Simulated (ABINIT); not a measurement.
# How the form of the self-energy moves the gap of SiC (Moissanite)

Wanted: the gap of SiC (Moissanite) under several approximations, with cost.

Main program and level: ABINIT 10.8.3; PBE and many-body steps on it, plane waves.

**Experimental background.**

- Gap 3.33 eV: band gap at cryogenic temperature; bulk crystal (literature value) (quoted in “Silicon carbide diodes for neutron detection”, 2020, arxiv:2009.14696).

Most raw output is cut from this account.

## 1. The structure

The structure is hexagonal, space group P6_3mc (No. 186). Conventional cell: a = 3.076 Å, b = 3.076 Å, c = 5.048 Å, α = 90.00°, β = 90.00°, γ = 120.00°. Nearest to Si lie 4 C at 1.87 to 1.94 Å. Nearest to C lie 4 Si at 1.87 to 1.94 Å. Farther neighbours are not listed.

The cell and positions come from the Crystallography Open Database and are kept as given unless a step says otherwise.

## 2. Empty states on the mesh, 6×6×4 mesh, 188 bands

This step: ABINIT 10.8.3; DFT, PBE, plane waves, norm-conserving pseudopotentials.

The sums over transitions need many empty states on a uniform mesh; this step solves for them.

run.abi

```
acell 3*1.0 Angstrom
rprim 
  3.075999999976 0.000000000005 0.000000000000
  -1.537999999993 2.663894142018 0.000000000000
  0.000000000000 0.000000000000 5.048000000000
ntypat 2
znucl 14 6
natom 4
typat 1 1 2 2
xred 
  0.333333333333 0.666666666667 0.000000000000
  0.666666666667 0.333333333333 0.500000000000
  0.333333333333 0.666666666667 0.385000000000
  0.666666666667 0.333333333333 0.885000000000
pp_dirpath "pseudos"
pseudos "Si.upf, C.upf"
ecut 37
ngkpt 6 6 4
nshiftk 1
shiftk 0 0 0
kptopt 1
chksymbreak 0
irdden 1
istwfk *1
nband 188
prtvol 0
optdriver 6
gwr_task "HDIAGO"
paral_kgb 0
occopt 1
indata_prefix "in"
outdata_prefix "out"
tmpdata_prefix "tmp"
```

The run is started by

```console
> OMP_NUM_THREADS=1 mpirun -n 4 abinit run.abi > log
```

Run time: 2.9 min. Hardware: 4 MPI ranks of Arm Neoverse N1, shared host; peak memory 2.2 GiB; 12 min of CPU time.

Numbers from this step:

| Property | Result |
| --- | --- |
| gap | 2.329 eV |
| k of the valence top | 0, 0, 0 |
| k of the conduction bottom | 0.3333, 0.3333, 0 |
| least direct gap | 4.083 eV |
| k points computed | 21 |
| lowest point of the top converged band, above the valence top | 131.0627 eV |

On this mesh the gap is 2.329 eV.

The density comes from a self-consistent run that is not shown.

## 3. Screening, 6×6×4 mesh, 180 bands, screening to 228.6 eV

The RPA dielectric matrix is built and inverted for each q.

This step: RPA screening on PBE, plane waves, norm-conserving pseudopotentials.

run.abi: that of step 2 with these lines changed.

```diff
@@ -22,10 +22,11 @@
 chksymbreak 0
-irdden 1
 istwfk *1
-nband 188
-prtvol 0
-optdriver 6
-gwr_task "HDIAGO"
-paral_kgb 0
 occopt 1
+irdwfk 1
+optdriver 3
+nband 180
+ecuteps 8.4
+inclvkb 2
+awtr 1
+symchi 1
 indata_prefix "in"
```

Wall time 8.7 min (4 MPI ranks); peak memory 2.1 GiB.

This step gave:

| Quantity | Value |
| --- | --- |
| ε∞ with local fields, on this mesh, along the program's q direction | 6.843 |
| the same without local fields | 7.494 |
| plasma frequency | 23.09 eV |
| plane waves in the screening matrix | 313 |

Local fields lower ε∞ by 9 %.

## 4. G0W0, Godby-Needs plasmon pole

The self-energy is evaluated for the states that the input lists, and the levels follow from it, in one-shot runs by the linearised quasiparticle equation.

This step: G0W0 on PBE, plane waves, norm-conserving pseudopotentials.

run.abi: that of step 3 with these lines changed.

```diff
@@ -25,8 +25,19 @@
 irdwfk 1
-optdriver 3
+optdriver 4
 nband 180
+gwcalctyp 0
+ecutsigx 37
+symsigma 1
+nkptgw 3
+kptgw 
+  0.0000000000 0.0000000000 0.0000000000
+  0.3333333333 0.3333333333 0.0000000000
+  0.5000000000 0.0000000000 0.0000000000
+bdgw 
+  6 10
+  7 10
+  7 10
 ecuteps 8.4
-inclvkb 2
-awtr 1
-symchi 1
+irdscr 1
+ppmodel 1
 indata_prefix "in"
```

Wall time 2.4 min (4 MPI ranks); peak memory 2.3 GiB; 9.5 min of CPU time.

Numbers from this step:

```
G0W0 gap on the points computed              : 3.018 eV
starting gap on the mesh                     : 2.329 eV
k of the valence top                         : 0, 0, 0
k of the conduction bottom                   : 0.3333, 0.3333, 0
Z at the valence top                         : 0.793
Z at the conduction bottom                   : 0.825
least direct G0W0 gap on the computed points : 5.014 eV
```

The gap on the mesh goes from 2.33 eV to 3.02 eV, a correction of +0.69 eV.

## 5. G0W0, Hybertsen-Louie plasmon pole

run.abi: that of step 4 with these lines changed.

```diff
@@ -41,3 +41,3 @@
 irdscr 1
-ppmodel 1
+ppmodel 2
 indata_prefix "in"
```

Wall time 2.3 min (4 MPI ranks); peak memory 2.2 GiB; 9 min of CPU time.

This step gave:

```
G0W0 gap on the points computed              : 3.128 eV
starting gap on the mesh                     : 2.329 eV
k of the valence top                         : 0, 0, 0
k of the conduction bottom                   : 0.3333, 0.3333, 0
Z at the valence top                         : 0.816
Z at the conduction bottom                   : 0.842
least direct G0W0 gap on the computed points : 5.142 eV
```

Against G0W0 in ABINIT (6×6×4 mesh, 180 bands, screening to 228.6 eV, Godby-Needs plasmon pole), the gap moves by +0.110 eV.

## 6. G0W0, von der Linden-Horsch plasmon pole

run.abi: that of step 5 with these lines changed.

```diff
@@ -41,3 +41,3 @@
 irdscr 1
-ppmodel 2
+ppmodel 3
 indata_prefix "in"
```

It took 45 s on 4 MPI ranks; peak memory 2.1 GiB; 3 min of CPU time.

Numbers from this step:

```
G0W0 gap on the points computed              : 2.988 eV
starting gap on the mesh                     : 2.329 eV
k of the valence top                         : 0, 0, 0
k of the conduction bottom                   : 0.3333, 0.3333, 0
least direct G0W0 gap on the computed points : 5.008 eV
```

Against G0W0 in ABINIT (6×6×4 mesh, 180 bands, screening to 228.6 eV, Godby-Needs plasmon pole), the gap moves by −0.030 eV.

## 7. G0W0, Engel-Farid plasmon pole

run.abi: that of step 6 with these lines changed.

```diff
@@ -41,3 +41,3 @@
 irdscr 1
-ppmodel 3
+ppmodel 4
 indata_prefix "in"
```

Elapsed: 44 s, on 4 MPI ranks; peak memory 2.1 GiB; 2.9 min of CPU time.

Numbers from this step:

| Quantity | Value |
| --- | --- |
| G0W0 gap on the points computed | 3.156 eV |
| starting gap on the mesh | 2.329 eV |
| k of the valence top | 0, 0, 0 |
| k of the conduction bottom | 0.3333, 0.3333, 0 |
| least direct G0W0 gap on the computed points | 5.137 eV |

Against G0W0 in ABINIT (6×6×4 mesh, 180 bands, screening to 228.6 eV, Godby-Needs plasmon pole), the gap moves by +0.138 eV.

## 8. One-shot Hartree-Fock

This step: one-shot Hartree-Fock on PBE, plane waves, norm-conserving pseudopotentials.

run.abi: that of step 7 with these lines changed.

```diff
@@ -26,4 +26,4 @@
 optdriver 4
-nband 180
-gwcalctyp 0
+nband 12
+gwcalctyp 5
 ecutsigx 37
@@ -39,5 +39,4 @@
   7 10
-ecuteps 8.4
-irdscr 1
-ppmodel 4
+ixc_sigma 40
+fftgw 31
 indata_prefix "in"
```

The job ended after 4.2 s (4 MPI ranks; peak memory 0.42 GiB).

Numbers from this step:

* quasiparticle gap on the points computed: 9.036 eV
* starting gap on the mesh: 2.329 eV
* k of the valence top: 0, 0, 0
* k of the conduction bottom: 0.3333, 0.3333, 0
* least direct quasiparticle gap on the computed points: 11.77 eV

Against G0W0 in ABINIT (6×6×4 mesh, 180 bands, screening to 228.6 eV, Godby-Needs plasmon pole), the gap moves by +6.018 eV.

## 9. Screening, 6×6×4 mesh, 180 bands, screening to 228.6 eV

This step: RPA screening on PBE, plane waves, norm-conserving pseudopotentials.

run.abi: that of step 8 with these lines changed.

```diff
@@ -25,18 +25,14 @@
 irdwfk 1
-optdriver 4
-nband 12
-gwcalctyp 5
-ecutsigx 37
-symsigma 1
-nkptgw 3
-kptgw 
-  0.0000000000 0.0000000000 0.0000000000
-  0.3333333333 0.3333333333 0.0000000000
-  0.5000000000 0.0000000000 0.0000000000
-bdgw 
-  6 10
-  7 10
-  7 10
-ixc_sigma 40
-fftgw 31
+optdriver 3
+nband 180
+ecuteps 8.4
+inclvkb 2
+awtr 1
+symchi 1
+gwcalctyp 2
+nfreqre 16
+freqremax 40 eV
+nfreqim 8
+spmeth 1
+nomegasf 120
 indata_prefix "in"
```

Run time: 18 min. Hardware: 4 MPI ranks; peak memory 2.5 GiB.

Numbers from this step:

| Quantity | Value |
| --- | --- |
| ε∞ with local fields, on this mesh, along the program's q direction | 6.910 |
| the same without local fields | 7.572 |
| plasma frequency | 23.09 eV |
| plane waves in the screening matrix | 313 |

## 10. G0W0, contour deformation

This step: G0W0 on PBE, plane waves, norm-conserving pseudopotentials.

run.abi: that of step 9 with these lines changed.

```diff
@@ -25,14 +25,18 @@
 irdwfk 1
-optdriver 3
+optdriver 4
 nband 180
+gwcalctyp 2
+ecutsigx 37
+symsigma 1
+nkptgw 3
+kptgw 
+  0.0000000000 0.0000000000 0.0000000000
+  0.3333333333 0.3333333333 0.0000000000
+  0.5000000000 0.0000000000 0.0000000000
+bdgw 
+  6 10
+  7 10
+  7 10
 ecuteps 8.4
-inclvkb 2
-awtr 1
-symchi 1
-gwcalctyp 2
-nfreqre 16
-freqremax 40 eV
-nfreqim 8
-spmeth 1
-nomegasf 120
+irdscr 1
 indata_prefix "in"
```

The job ended after 82 s (4 MPI ranks; peak memory 3.3 GiB; 5.4 min of CPU time).

This step gave:

- G0W0 gap on the points computed: 3.083 eV
- starting gap on the mesh: 2.329 eV
- k of the valence top: 0, 0, 0
- k of the conduction bottom: 0.3333, 0.3333, 0
- least direct G0W0 gap on the computed points: 5.062 eV

Against G0W0 in ABINIT (6×6×4 mesh, 180 bands, screening to 228.6 eV, Godby-Needs plasmon pole), the gap moves by +0.065 eV.

## 11. Screening, 6×6×4 mesh, 180 bands, screening to 228.6 eV

This step: RPA screening on PBE, plane waves, norm-conserving pseudopotentials.

run.abi: that of step 10 with these lines changed.

```diff
@@ -25,18 +25,11 @@
 irdwfk 1
-optdriver 4
+optdriver 3
 nband 180
-gwcalctyp 2
-ecutsigx 37
-symsigma 1
-nkptgw 3
-kptgw 
-  0.0000000000 0.0000000000 0.0000000000
-  0.3333333333 0.3333333333 0.0000000000
-  0.5000000000 0.0000000000 0.0000000000
-bdgw 
-  6 10
-  7 10
-  7 10
 ecuteps 8.4
-irdscr 1
+inclvkb 2
+awtr 1
+symchi 1
+gwcalctyp 1
+nfreqre 0
+nfreqim 16
 indata_prefix "in"
```

It took 36 min on 4 MPI ranks; peak memory 2.2 GiB.

This step gave:

* ε∞ with local fields, on this mesh, along the program's q direction: 6.843
* the same without local fields: 7.494
* plasma frequency: 23.09 eV
* plane waves in the screening matrix: 313

## 12. G0W0, analytic continuation

This step: G0W0 on PBE, plane waves, norm-conserving pseudopotentials.

run.abi: that of step 11 with these lines changed.

```diff
@@ -25,11 +25,20 @@
 irdwfk 1
-optdriver 3
+optdriver 4
 nband 180
+gwcalctyp 1
+ecutsigx 37
+symsigma 1
+nkptgw 3
+kptgw 
+  0.0000000000 0.0000000000 0.0000000000
+  0.3333333333 0.3333333333 0.0000000000
+  0.5000000000 0.0000000000 0.0000000000
+bdgw 
+  6 10
+  7 10
+  7 10
 ecuteps 8.4
-inclvkb 2
-awtr 1
-symchi 1
-gwcalctyp 1
-nfreqre 0
-nfreqim 16
+irdscr 1
+nomegasi 12
+omegasimax 25 eV
 indata_prefix "in"
```

The job ended after 1.9 min (4 MPI ranks; peak memory 2.9 GiB).

This step gave:

```yaml
g0w0_gap_on_the_points_computed: 3.100 eV
starting_gap_on_the_mesh: 2.329 eV
k_of_the_valence_top: 0, 0, 0
k_of_the_conduction_bottom: 0.3333, 0.3333, 0
least_direct_g0w0_gap_on_the_computed_points: 5.136 eV
```

Against G0W0 in ABINIT (6×6×4 mesh, 180 bands, screening to 228.6 eV, Godby-Needs plasmon pole), the gap moves by +0.082 eV.

## 13. Side by side

Times are wall times on 4 MPI ranks of Arm Neoverse N1, shared host, good to a factor of about two. A run's time includes the screening step that it read.

```csv
run,mesh,bands,screening cutoff (eV),DFT gap (eV),gap on the mesh (eV),direct (eV),ε∞ used,time
"G0W0, Godby-Needs plasmon pole",6×6×4,180,228.6,2.329,3.018,5.014,6.84,11 min
"G0W0, Hybertsen-Louie plasmon pole",6×6×4,180,228.6,2.329,3.128,5.142,6.84,11 min
"G0W0, von der Linden-Horsch plasmon pole",6×6×4,180,228.6,2.329,2.988,5.008,6.84,9.4 min
"G0W0, Engel-Farid plasmon pole",6×6×4,180,228.6,2.329,3.156,5.137,6.84,9.4 min
one-shot Hartree-Fock,6×6×4,-,-,2.329,9.036,11.771,-,4.2 s
"G0W0, contour deformation",6×6×4,180,228.6,2.329,3.083,5.062,6.91,19 min
"G0W0, analytic continuation",6×6×4,180,228.6,2.329,3.100,5.136,6.84,38 min
```

## 14. Results

- G0W0, Godby-Needs plasmon pole: 3.018 eV
- G0W0, Hybertsen-Louie plasmon pole: 3.128 eV
- G0W0, von der Linden-Horsch plasmon pole: 2.988 eV
- G0W0, Engel-Farid plasmon pole: 3.156 eV
- one-shot Hartree-Fock: 9.036 eV
- G0W0, contour deformation: 3.083 eV
- G0W0, analytic continuation: 3.100 eV
- known limits: not at the basis limit

G0W0, Hybertsen-Louie plasmon pole: +0.110 eV against G0W0, Godby-Needs plasmon pole. G0W0, von der Linden-Horsch plasmon pole: −0.030 eV against G0W0, Godby-Needs plasmon pole. G0W0, Engel-Farid plasmon pole: +0.138 eV against G0W0, Godby-Needs plasmon pole. One-shot Hartree-Fock: +6.018 eV against G0W0, Godby-Needs plasmon pole. G0W0, contour deformation: +0.065 eV against G0W0, Godby-Needs plasmon pole. G0W0, analytic continuation: +0.082 eV against G0W0, Godby-Needs plasmon pole. Bare exchange alone opens the gap to 9.04 eV; against G0W0, correlation takes back 6.02 eV. Against experiment, by G0W0, Godby-Needs plasmon pole: the gap of 3.02 eV lies −0.31 eV from the measured 3.33 eV (kind not stated, quoted 2020). These are gaps on the mesh, at modest bands and cutoff. The calculation has static nuclei and no excitons; a measured gap holds zero-point and thermal motion, which mostly lowers it. Bands and cutoff are finite, so the gap is not at the basis limit. The miss can reach some tenths of an eV and take either sign; the mesh is an error of its own. In the G0W0 runs levels were corrected at 3 k points alone, so a gap called «on the mesh» is the least over those, and an edge elsewhere would be missed.

[Paths, hosts, dates, memory and timing lines, banners, echoed tables and standing remarks are left out of the program output.]

[Logs are printed without paths, hosts, clocks, repeated set-up lines and the standing remarks that a program may print on its own settings, such as how far it seeks lower states.]

[Runs of the session that timed out or met a known fault of the program may be left out.]

[Hosts, paths, dates, database ids (printed as entryN), source tags and the programs' standing remarks are cut or masked in the printed files.]

[G0W0 gaps are taken among the corrected bands and points alone; a level outside them can change the order at an edge.]

[Where Ansatz stands beside ABINIT at settings called matched, ABINIT's density can come from a denser mesh and the files from another edition; pairs whose starting gaps differed by over 0.03 eV were left out, so agreement reads better than it is.]
